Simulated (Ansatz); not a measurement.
G0W0 rungs for Selenium (P3_121, 3 atoms a cell).

```yaml
crystal:
  lattice:
    - [4.36620, 0.00000, 0.00000]
    - [-2.18310, 3.78124, 0.00000]
    - [0.00000, 0.00000, 4.95360]
  atoms:
    - { symbol: Se, position: [0.22540, 0.00000, 0.33333] }
    - { symbol: Se, position: [0.00000, 0.22540, 0.66667] }
    - { symbol: Se, position: [0.77460, 0.77460, 0.00000] }
```

The cell and positions come from the Crystallography Open Database and are kept as given unless a step says otherwise.

Runs so far (Ansatz 0.2.0, start PBE, PAW set soft_1 files, 6×6×4 mesh). Times are wall times on 1 × NVIDIA H100 80GB HBM3 (shared by 6 runs) with 2 threads of AMD EPYC 7R13 (Zen 3), shared host, good to a factor of about two.

```
bands summed  cutoff (eV)  gap on the mesh (eV)     time
          89           50                 1.619     16 s
         209          100                 1.703     33 s
         365          150                 1.715     59 s
         629          220                 1.717  2.6 min
```

Q: What should the next rung give, with 988 bands and screening to 300 eV, and where is the limit?

The error falls about as one over the bands when the cutoff rises with them. A line through the two highest rungs given predicts 1.718 eV; the run gave 1.718 eV, close to it. The two highest rungs put the limit near 1.720 eV, the pair below near 1.720 eV; their difference is a rough measure of what is unsettled in bands and cutoff; the mesh is a separate error.

Gaps are over the mesh's points; an edge off the mesh would be missed. Limits: not at the basis limit; no spin-orbit coupling.

[Paths, hosts, dates, memory and timing lines, banners, echoed tables and standing remarks are left out of the program output.]

[Logs are printed without paths, hosts, clocks, repeated set-up lines and the standing remarks that a program may print on its own settings, such as how far it seeks lower states.]

[Runs of the session that timed out or met a known fault of the program may be left out.]

[Cells called generated may have been cut or substituted from an entry of the Crystallography Open Database or the Materials Project.]

[Hosts, paths, dates, database ids (printed as entryN), source tags and the programs' standing remarks are cut or masked in the printed files.]
